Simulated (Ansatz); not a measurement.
KSrYWO6 (F-43m), computed twice by G0W0.

```
K Sr Y W O
1.0
     0.00000    4.19349    4.19349
     4.19349    0.00000    4.19349
     4.19349    4.19349    0.00000
K Sr Y W O
1 1 1 1 6
Direct
  0.25000 0.25000 0.25000
  0.75000 0.75000 0.75000
  0.50000 0.50000 0.50000
  0.00000 0.00000 0.00000
  0.76724 0.23276 0.23276
  0.23276 0.76724 0.76724
  0.76724 0.76724 0.23276
  0.23276 0.23276 0.76724
  0.23276 0.76724 0.23276
  0.76724 0.23276 0.76724
```

The cell and positions are those that the Materials Project relaxed with its own functionals (PBE, PBE+U or r2SCAN), kept fixed. Spin-orbit coupling is left out unless a run names it.

The first (Ansatz 0.2.0; start PBE, 4×4×4 mesh, 132 empty bands, screening to 54 eV, PAW set soft_1 files; 1 × NVIDIA H100 80GB HBM3 (shared by 6 runs) with 2 threads of AMD EPYC 7R13 (Zen 3), shared host) gave, on its mesh: starting gap 2.46 eV, G0W0 gap 3.88 eV, RPA ε∞ (mean) 4.41, 14 s.

Question: The second changes empty bands from 132 to 375 and screening cutoff (eV) from 54 to 108. What does it give?

It gave: starting gap 2.46 eV, G0W0 gap 3.75 eV, RPA ε∞ (mean) 4.38, 23 s. The G0W0 gap moves by −0.13 eV, +0.00 eV from the start and −0.13 eV from the correction. Σc changes by −0.24 eV at the valence top and −0.37 eV at the conduction bottom, and Σx − Vxc between them by +0.00 eV.

Limits: not at the basis limit; no spin-orbit coupling.

[Paths, hosts, dates, memory and timing lines, banners, echoed tables and standing remarks are left out of the program output.]

[Logs are printed without paths, hosts, clocks, repeated set-up lines and the standing remarks that a program may print on its own settings, such as how far it seeks lower states.]

[Runs of the session that timed out or met a known fault of the program may be left out.]

[Cells called generated may have been cut or substituted from an entry of the Crystallography Open Database or the Materials Project.]

[Hosts, paths, dates, database ids (printed as entryN), source tags and the programs' standing remarks are cut or masked in the printed files.]
